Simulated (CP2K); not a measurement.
Two runs for the C K edge of acrylic acid. Run A: CP2K XAS_TDP, all-electron GAPW, PBEh(45%), aug-cc-pVDZ, TDA, no relativity. Run B differs in one setting.

First lines with a strength over 0.0015. A:

| atom | energy (eV) | states | strength, one atom |
| --- | --- | --- | --- |
| C1 (bonded to C and 2 H) | 280.21 | 1 | 0.0543 |
|  | 284.76 | 1 | 0.0086 |
|  | 285.44 | 1 | 0.0167 |
|  | 286.41 | 1 | 0.0072 |
|  | 286.52 | 1 | 0.0029 |
| C2 (bonded to 2 C and H) | 280.76 | 1 | 0.0362 |
|  | 284.75 | 1 | 0.0108 |
|  | 284.91 | 1 | 0.0213 |
|  | 285.51 | 1 | 0.0066 |
|  | 285.75 | 1 | 0.0019 |
| C3 (bonded to C and 2 O) | 283.25 | 1 | 0.0658 |
|  | 288.01 | 1 | 0.0181 |
|  | 288.15 | 1 | 0.0027 |
|  | 288.88 | 1 | 0.0020 |
|  | 289.75 | 1 | 0.0039 |

B:

| atom | energy (eV) | states | strength, one atom |
| --- | --- | --- | --- |
| C1 (bonded to C and 2 H) | 286.44 | 1 | 0.0532 |
|  | 290.98 | 1 | 0.0084 |
|  | 291.66 | 1 | 0.0163 |
|  | 292.63 | 1 | 0.0071 |
|  | 292.74 | 2 | 0.0042 |
| C2 (bonded to 2 C and H) | 286.87 | 1 | 0.0354 |
|  | 290.86 | 1 | 0.0106 |
|  | 291.01 | 1 | 0.0209 |
|  | 291.61 | 1 | 0.0065 |
|  | 291.86 | 1 | 0.0018 |
| C3 (bonded to C and 2 O) | 290.01 | 1 | 0.0642 |
|  | 294.77 | 1 | 0.0177 |
|  | 294.91 | 1 | 0.0026 |
|  | 295.64 | 1 | 0.0020 |
|  | 296.51 | 1 | 0.0038 |

**Question.** Which was it: scalar relativity switched on, the functional, GW2X switched on, the basis?

GW2X switched on. GW2X shifts an atom's lines together and keeps their spacings. Against PBEh(45%) in aug-cc-pVDZ, the leading lines move by +6.23 eV (C1, to 286.44), +6.11 eV (C2, to 286.87) and +6.76 eV (C3, to 290.01).

[Hosts, paths, dates, database ids (printed as entryN), source tags and the programs' standing remarks are cut or masked in the printed files.]
